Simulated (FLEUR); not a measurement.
## free Ni(001) film, 1 layer: which magnetic order is lowest

Does free Ni(001) film, 1 layer prefer parallel or opposed moments?

Calculated with FLEUR MaX-R8.1; LDA (VWN); all-electron FLAPW film, Dirac cores, scalar-relativistic bands.

## (1) The structure

The cell holds 1 atom: 1 Ni. Cell: a = 2.492 Å, b = 2.492 Å, c = 14.000 Å, α = 90.0°, β = 90.0°, γ = 90.0°. Layers at typed spacings, unrelaxed. Vacuum lies along c.

## (2) Start 1: ferro +

The parallel start is the test of whether parallel moments hold.

inpgen writes inp.xml from crystal.txt; cutoffs, mixing, functional, smearing and local orbitals are then set in the file. The k list default-1 (kpts.xml, not shown) is a Γ-centred 16×16×1 mesh; where the ranks do not divide the number of points, some are split in two of half the weight.

File inp.xml:

```
<?xml version="1.0" encoding="UTF-8" standalone="no"?>
<fleurInput fleurInputVersion="0.39">
   <comment>
      Ni
   </comment>
   <calculationSetup>
      <cutoffs Kmax="3.66" Gmax="11.0" GmaxXC="11.0" numbands="0"/>
      <scfLoop itmax="120" minDistance="0.00002" maxIterBroyd="15" imix="Anderson" alpha="0.03" precondParam="0.0" spinf="2.0" sdNocoIR="T"/>
      <coreElectrons ctail="T" frcor="F" kcrel="1" coretail_lmax="0"/>
      <xcFunctional name="vwn" relativisticCorrections="F"/>
      <magnetism jspins="2"/>
      <soc l_soc="F" theta="0.0" phi="0.0" spav="F"/>
      <expertModes spex="0" secvar="F"/>
      <geometryOptimization l_f="F" forcealpha="1.0" forcemix="BFGS" epsdisp="0.00001" epsforce="0.00001"/>
      <ldaU l_linMix="F" mixParam="0.05" spinf="1.0"/>
   </calculationSetup>
   <cell>
      <bzIntegration valenceElectrons="18.0" mode="hist" fermiSmearingEnergy="0.00183747">
         <kPointListSelection listName="default-1"/>
         <xi:include xmlns:xi="http://www.w3.org/2001/XInclude" href="kpts.xml"> </xi:include>
      </bzIntegration>
      <xi:include xmlns:xi="http://www.w3.org/2001/XInclude" href="sym.xml"> </xi:include>
      <filmLattice scale="1.0" dVac="5.28" dTilda="7.78">
         <bravaisMatrixFilm>
            <row-1>    4.7086305846658192     0.0000000000000000</row-1>
            <row-2>    0.0000000000000000     4.7086305846658192</row-2>
         </bravaisMatrixFilm>
         <vacuumEnergyParameters vacuum="1" spinUp="-.25" spinDown="-.25"/>
      </filmLattice>
   </cell>
   <atomSpecies>
      <species name="Nickel (Ni1.000" element="Ni" atomicNumber="28">
         <mtSphere radius="2.24" gridPoints="741" logIncrement="0.016"/>
         <atomicCutoffs lmax="8" lnonsphr="6"/>
         <electronConfig flipSpins="F">
            <coreConfig>(1s1/2) (2s1/2) (2p1/2) (2p3/2)</coreConfig>
            <valenceConfig>(3s1/2) (3p1/2) (3p3/2) (4s1/2) (3d3/2) (3d5/2)</valenceConfig>
            <stateOccupation state="(3d3/2)" spinUp="1.6" spinDown="1.6"/>
            <stateOccupation state="(3d5/2)" spinUp="2.9" spinDown="1.9"/>
         </electronConfig>
         <energyParameters s="4" p="4" d="3" f="4"/>
         <lo type="SCLO" l="0" n="3" eDeriv="0"/>
         <lo type="SCLO" l="1" n="3" eDeriv="0"/>
      </species>
   </atomSpecies>
   <atomGroups>
      <atomGroup species="Nickel (Ni1.000">
         <filmPos label="                   1">.0000000000 .0000000000 .0000000000</filmPos>
         <force calculate="T" relaxXYZ="TTT"/>
      </atomGroup>
   </atomGroups>
   <output dos="F" band="F" slice="F">
      <bandDOS minEnergy="-.5*Htr" maxEnergy="0.5*Htr" sigma="0.015" storeEVData="T"/>
      <plotting iplot="0" polar="F">
         <plot TwoD="T" vec1="  1.0  0.0  0.0" vec2="  0.0  1.0  0.0" vec3="  0.0  0.0  1.0" zero="  0.0  0.0 -0.5" file="plot"/>
      </plotting>
      <moessbauerParams electricFieldGradient="F" isomerShift="T" coreHyperfine="T" valenceHyperfine="T"/>
   </output>
</fleurInput>
```

File crystal.txt:

```
Ni
&input film=T cartesian=F /
2.49170000000  0.00000000000  0.00000000000
0.00000000000  2.49170000000  0.00000000000
0.00000000000  0.00000000000  1.00000000000
1.8897261246
1.0 1.0 1.0

1
28 0.00000000000  0.00000000000  0.00000000000 : 1.000

&kpt div1=16 div2=16 div3=1 gamma=T /
```

Launch:

```
OMP_NUM_THREADS=1 inpgen -f crystal.txt > inpgen.log  # inp.xml is then edited as shown
OMP_NUM_THREADS=1 mpirun -n 4 fleur_MPI > fleur.log
```

The log of the run:

```text
Welcome to FLEUR        (www.flapw.de)
      MaX-Release 8.1          (www.max-centre.eu)

 ========== k-point set info ==========
 Selected k-point list: default-1
 k-point list type: mesh
 0 x 0 x 0
 Number of k points: 48

 ------------Calculation Setup---------------------------
 Number of MPI-tasks      :            4
 Number of PE/node        :            4
 Number of OMP-threads    :            1
 k-points in parallel     :            4
 pe's per k-point         :            1
 No of k-point loops      :           12
 Eigenvalue solver        :       lapack
 Number of basis functions:          156
 Approximate size of matrices (H+S) per k-point:         0.000 GB
 --------------------------------------------------------
 [... lines of the core solver left out ...]
 Iteration:     1   Distance:      26.56518847 me/bohr^3
 [... lines of the core solver left out ...]
 Iteration:     2   Distance:      21.59198164 me/bohr^3
 [... lines of the core solver left out ...]
 Iteration:     3   Distance:       8.28279029 me/bohr^3
 [... lines of the core solver left out ...]
 Iteration:     4   Distance:       8.07389349 me/bohr^3
 [... lines of the core solver left out ...]
 Iteration:     5   Distance:       4.69371512 me/bohr^3
 [... lines of the core solver left out ...]
 Iteration:     6   Distance:       3.74491993 me/bohr^3
 [... lines of the core solver left out ...]
 Iteration:     7   Distance:       1.16458112 me/bohr^3
 [... lines of the core solver left out ...]
 Iteration:     8   Distance:       0.63822867 me/bohr^3
 [... lines of the core solver left out ...]
 Iteration:     9   Distance:       0.34770798 me/bohr^3
 [... lines of the core solver left out ...]
 Iteration:    10   Distance:       0.23509365 me/bohr^3
 [... lines of the core solver left out ...]
 Iteration:    11   Distance:       0.14140155 me/bohr^3
 [... lines of the core solver left out ...]
 Iteration:    12   Distance:       0.06452392 me/bohr^3
 [... lines of the core solver left out ...]
 Iteration:    13   Distance:       0.04261841 me/bohr^3
 [... lines of the core solver left out ...]
[... rest left out ...]

--- out.xml (last complete iteration) ---
<iteration numberForCurrentRun="   24" overallNumber="   24">
         <energyParameters units="Htr">
            <atomicEP atomType="1" spin="1" branch="4s" branchLowest="-3.96" branchHighest="1.26" value="-0.2896598862"/>
            <atomicEP atomType="1" spin="1" branch="4p" branchLowest="-2.51" branchHighest="1.87" value="-0.1403632746"/>
            <atomicEP atomType="1" spin="1" branch="3d" branchLowest="-9.99" branchHighest="-0.16" value="-0.2604717159"/>
            <atomicEP atomType="1" spin="1" branch="4f" branchLowest="-9.99" branchHighest="3.23" value="0.1853228965"/>
            <loAtomicEP atomType="1" spin="1" branch="3s" branchLowest="-35.89" branchHighest="-3.96" value="-3.9643572026"/>
            <loAtomicEP atomType="1" spin="1" branch="3p" branchLowest="-30.90" branchHighest="-2.51" value="-2.5251661206"/>
            <vacuumEP vacuum="1" spin="1" vzIR="-0.2528651973" vzInf="-0.0000234857" value="-0.2500234857"/>
            <atomicEP atomType="1" spin="2" branch="4s" branchLowest="-3.92" branchHighest="1.28" value="-0.2850611885"/>
            <atomicEP atomType="1" spin="2" branch="4p" branchLowest="-2.47" branchHighest="1.90" value="-0.1374560854"/>
            <atomicEP atomType="1" spin="2" branch="3d" branchLowest="-9.99" branchHighest="-0.12" value="-0.2285350764"/>
            <atomicEP atomType="1" spin="2" branch="4f" branchLowest="-9.99" branchHighest="3.25" value="0.1870827696"/>
            <loAtomicEP atomType="1" spin="2" branch="3s" branchLowest="-35.87" branchHighest="-3.92" value="-3.9235854918"/>
            <loAtomicEP atomType="1" spin="2" branch="3p" branchLowest="-30.88" branchHighest="-2.47" value="-2.4856133925"/>
            <vacuumEP vacuum="1" spin="2" vzIR="-0.2553130164" vzInf="-0.0000234857" value="-0.2500234857"/>
         </energyParameters>
         <bandgap value="0.0167730680" units="eV"/>
         <sumValenceSingleParticleEnergies value="-25.4475370844" units="Htr"/>
         <FermiEnergy value="-0.2024711754" units="Htr"/>
         <valenceDensity>
            <mtCharges spin="1">
               <mtCharge atomType="1" total="8.8365043" s="1.1958990" p="3.0628869" d="4.5728655" f="0.0035852"/>
            </mtCharges>
            <mtCharges spin="2">
               <mtCharge atomType="1" total="7.8611522" s="1.1895738" p="3.0657906" d="3.6011383" f="0.0034754"/>
            </mtCharges>
            <spinDependentCharge spin="1" total="9.4743701" interstitial="0.5494604" mtSpheres="8.8365043" vacuum1="0.0442027"/>
            <spinDependentCharge spin="2" total="8.5256301" interstitial="0.5659317" mtSpheres="7.8611522" vacuum1="0.0492731"/>
            <totalCharge value="18.0000002499"/>
         </valenceDensity>
         <allElectronCharges>
            <spinDependentCharge spin="1" total="14.4743722" interstitial="0.5494604" mtSpheres="13.8365064" vacuum1="0.0442027"/>
            <spinDependentCharge spin="2" total="13.5256280" interstitial="0.5659317" mtSpheres="12.8611501" vacuum1="0.0492731"/>
            <totalCharge value="28.0000002502"/>
         </allElectronCharges>
         <magneticMomentsInMTSpheres units="muBohr">
            <globalMagMoment atomType="1" vec="0.00000   0.00000   0.97536"/>
            <localMagMoment atomType="1" vec="0.00000   0.00000   0.97536"/>
         </magneticMomentsInMTSpheres>
         <moessbauerParams unitsHFF="kG" unitsIS="e/bohr^3" unitsEFG="Htr/bohr^2">
            <coreHyperfineField atomType="1" hffTotal="-270.01008" isTotal="19326.98404">
               <shell n="1" l="0" hff="-11.37326" isomerShift="17620.51879"/>
               <shell n="2" l="0" hff="-259.67763" isomerShift="1695.44752"/>
               <shell n="2" l="1" hff="1.04081" isomerShift="11.01773"/>
            </coreHyperfineField>
            <isomerShift atomType="1" nucleusRadius="0.0000918" averageDensity="19584.67656"/>
         </moessbauerParams>
         <totalEnergy value="    -1518.3199279697" units="Htr">
            <sumOfEigenvalues value="     -884.5542141689">
               <coreElectrons value="-859.1066770846"/>
               <valenceElectrons value="-25.4475370844"/>
            </sumOfEigenvalues>
            <densityCoulombPotentialIntegral value="-2345.4281452580"/>
            <densityEffectivePotentialIntegral value="-2426.2049828507"/>
            <chargeDenXCDenIntegral value="-61.0134908053"/>
            <FockExchangeEnergyValence value="0.0000000000"/>
            <FockExchangeEnergyCore value="0.0000000000"/>
            <atomTypeDependentContributions atomType="1">
               <electronNucleiInteractionDifferentMTs value="1820.5967309444"/>
               <MadelungTerm value="-5.6464022728"/>
            </atomTypeDependentContributions>
            <tkbTimesEntropy value="0.0010055249"/>
            <freeEnergy value="-1518.3209334946"/>
            <extrapolationTo0K value="-1518.3204307321"/>
         </totalEnergy>
         <densityConvergence units="me/bohr^3">
            <chargeDensity spin="1" distance="0.0000031321"/>
            <chargeDensity spin="2" distance="0.0000031211"/>
            <overallChargeDensity distance="0.0000032369"/>
            <spinDensity distance="0.0000053502"/>
         </densityConvergence>
      </iteration>
```

The job ended after 12 s (4 MPI ranks of Arm Neoverse V1, shared host; peak memory 0.18 GiB; 48 s of CPU time).

Numbers from this step:

| Quantity | Value |
| --- | --- |
| free energy | -41315.6174 eV |
| program's band gap on this mesh (in a metal only a level spacing) | 0.01677 eV |
| magnetization | 0.9487 μB |
| final state | ferromagnetic |
| largest moment | 0.9754 μB |

After 24 cycles the largest moment stands at 0.975 μB.

## (3) Start 2: antiferro q=(1/2,1/2,0) +-

An opposed order shows whether neighbours prefer unlike signs.

This order needs a doubled cell of 2 atoms. The mesh is halved along the doubled vector, so that both cells sample the same points. The k list default-1 (kpts.xml, not shown) is a Γ-centred 8×16×1 mesh.

Edit inp.xml of step 2 so:

```diff
@@ -17,3 +17,3 @@
    <cell>
-      <bzIntegration valenceElectrons="18.0" mode="hist" fermiSmearingEnergy="0.00183747">
+      <bzIntegration valenceElectrons="36.0" mode="hist" fermiSmearingEnergy="0.00183747">
          <kPointListSelection listName="default-1"/>
@@ -24,4 +24,4 @@
          <bravaisMatrixFilm>
-            <row-1>    4.7086305846658192     0.0000000000000000</row-1>
-            <row-2>    0.0000000000000000     4.7086305846658192</row-2>
+            <row-1>    9.4172611693316384     0.0000000000000000</row-1>
+            <row-2>    4.7086305846658192     4.7086305846658192</row-2>
          </bravaisMatrixFilm>
@@ -44,2 +44,15 @@
       </species>
+      <species name="Nickel (Ni-1.000" element="Ni" atomicNumber="28">
+         <mtSphere radius="2.24" gridPoints="741" logIncrement="0.016"/>
+         <atomicCutoffs lmax="8" lnonsphr="6"/>
+         <electronConfig flipSpins="F">
+            <coreConfig>(1s1/2) (2s1/2) (2p1/2) (2p3/2)</coreConfig>
+            <valenceConfig>(3s1/2) (3p1/2) (3p3/2) (4s1/2) (3d3/2) (3d5/2)</valenceConfig>
+            <stateOccupation state="(3d3/2)" spinUp="1.6" spinDown="1.6"/>
+            <stateOccupation state="(3d5/2)" spinUp="1.9" spinDown="2.9"/>
+         </electronConfig>
+         <energyParameters s="4" p="4" d="3" f="4"/>
+         <lo type="SCLO" l="0" n="3" eDeriv="0"/>
+         <lo type="SCLO" l="1" n="3" eDeriv="0"/>
+      </species>
    </atomSpecies>
@@ -48,2 +61,6 @@
          <filmPos label="                   1">.0000000000 .0000000000 .0000000000</filmPos>
+         <force calculate="T" relaxXYZ="TTT"/>
+      </atomGroup>
+      <atomGroup species="Nickel (Ni-1.000">
+         <filmPos label="                   2">1.000/2.000 .0000000000 .0000000000</filmPos>
          <force calculate="T" relaxXYZ="TTT"/>
```

File crystal.txt:

```
Ni
&input film=T cartesian=F /
4.98340000000  0.00000000000  0.00000000000
2.49170000000  2.49170000000  0.00000000000
0.00000000000  0.00000000000  1.00000000000
1.8897261246
1.0 1.0 1.0

2
28 0.00000000000  0.00000000000  0.00000000000 : 1.000
28 0.50000000000  0.00000000000  0.00000000000 : -1.000

&kpt div1=8 div2=16 div3=1 gamma=T /
```

The log of the run:

```text
[banner, memory and clock lines left out]
Welcome to FLEUR        (www.flapw.de)
      MaX-Release 8.1          (www.max-centre.eu)

 ========== k-point set info ==========
 Selected k-point list: default-1
 k-point list type: mesh
 0 x 0 x 0
 Number of k points: 44

 ------------Calculation Setup---------------------------
 Number of PE/node        :            4
 Number of OMP-threads    :            1
 k-points in parallel     :            4
 pe's per k-point         :            1
 No of k-point loops      :           11
 Eigenvalue solver        :       lapack
 Number of basis functions:          312
 Approximate size of matrices (H+S) per k-point:         0.001 GB
 [... lines of the core solver left out ...]
 Iteration:     1   Distance:      30.06898114 me/bohr^3
 [... lines of the core solver left out ...]
 Iteration:     2   Distance:      24.44122625 me/bohr^3
 [... lines of the core solver left out ...]
 Iteration:     3   Distance:      11.96082280 me/bohr^3
 [... lines of the core solver left out ...]
 Iteration:     4   Distance:      12.01731137 me/bohr^3
 [... lines of the core solver left out ...]
 Iteration:     5   Distance:       7.07363060 me/bohr^3
 [... lines of the core solver left out ...]
 Iteration:     6   Distance:       6.63159333 me/bohr^3
 [... lines of the core solver left out ...]
 Iteration:     7   Distance:       4.21690244 me/bohr^3
 [... lines of the core solver left out ...]
[... rest left out ...]

--- out.xml (last complete iteration) ---
<iteration numberForCurrentRun="   39" overallNumber="   39">
         [... left out ...]
         <bandgap value="0.0035313465" units="eV"/>
         <sumValenceSingleParticleEnergies value="-50.6817233779" units="Htr"/>
         <FermiEnergy value="-0.2088275943" units="Htr"/>
         <valenceDensity>
            <mtCharges spin="1">
               <mtCharge atomType="1" total="8.3550903" s="1.1865615" p="3.0607542" d="4.1029380" f="0.0036001"/>
               <mtCharge atomType="2" total="8.3550902" s="1.1865615" p="3.0607542" d="4.1029379" f="0.0036001"/>
            </mtCharges>
            <mtCharges spin="2">
               <mtCharge atomType="1" total="8.3550901" s="1.1865615" p="3.0607542" d="4.1029378" f="0.0036001"/>
               <mtCharge atomType="2" total="8.3550902" s="1.1865615" p="3.0607542" d="4.1029378" f="0.0036001"/>
            </mtCharges>
            <spinDependentCharge spin="1" total="18.0000004" interstitial="1.1045558" mtSpheres="16.7101805" vacuum1="0.0926321"/>
            <spinDependentCharge spin="2" total="18.0000001" interstitial="1.1045558" mtSpheres="16.7101803" vacuum1="0.0926321"/>
            <totalCharge value="36.0000005010"/>
         </valenceDensity>
         [... left out ...]
         <magneticMomentsInMTSpheres units="muBohr">
            <globalMagMoment atomType="1" vec="0.00000   0.00000   0.00000"/>
            <localMagMoment atomType="1" vec="0.00000   0.00000   0.00000"/>
            <globalMagMoment atomType="2" vec="0.00000   0.00000   0.00000"/>
            <localMagMoment atomType="2" vec="0.00000   0.00000   0.00000"/>
         </magneticMomentsInMTSpheres>
         [... left out ...]
         <totalEnergy value="    -3036.6294559790" units="Htr">
            <sumOfEigenvalues value="    -1768.7754932071">
               <coreElectrons value="-1718.0937698293"/>
               <valenceElectrons value="-50.6817233779"/>
            </sumOfEigenvalues>
            <densityCoulombPotentialIntegral value="-4690.4965921676"/>
            <densityEffectivePotentialIntegral value="-4852.0421426846"/>
            <chargeDenXCDenIntegral value="-122.0214913665"/>
            <FockExchangeEnergyValence value="0.0000000000"/>
            <FockExchangeEnergyCore value="0.0000000000"/>
         [... left out ...]
            <tkbTimesEntropy value="0.0036299291"/>
            <freeEnergy value="-3036.6330859080"/>
            <extrapolationTo0K value="-3036.6312709435"/>
         </totalEnergy>
         <densityConvergence units="me/bohr^3">
            <chargeDensity spin="1" distance="0.0000055530"/>
            <chargeDensity spin="2" distance="0.0000082272"/>
            <overallChargeDensity distance="0.0000086851"/>
            <spinDensity distance="0.0000110279"/>
         </densityConvergence>
      </iteration>
```

The job ended after 54 s (4 MPI ranks; peak memory 0.29 GiB; 3.6 min of CPU time).

This step gave:

```yaml
free_energy: -82630.9958 eV
program_s_band_gap_on_this_mesh_in_a_metal_only_a_level_spacing: 0.003531 eV
final_state: non-magnetic
```

It lies 119 meV a seeded atom over the first start.

(Part 1 of 2 ends here.)

[Logs and program files are shortened in this print: banners, set-up blocks, solver, clock and traceback lines can be left out without a mark of their own.]

[Logs are printed without paths, hosts, clocks, repeated set-up lines and the standing remarks that a program may print on its own settings, such as how far it seeks lower states.]

[Hosts, paths, dates, database ids (printed as entryN), source tags and the programs' standing remarks are cut or masked in the printed files.]

[Where a cell is said to come from a database of computed structures, the database is the Materials Project.]
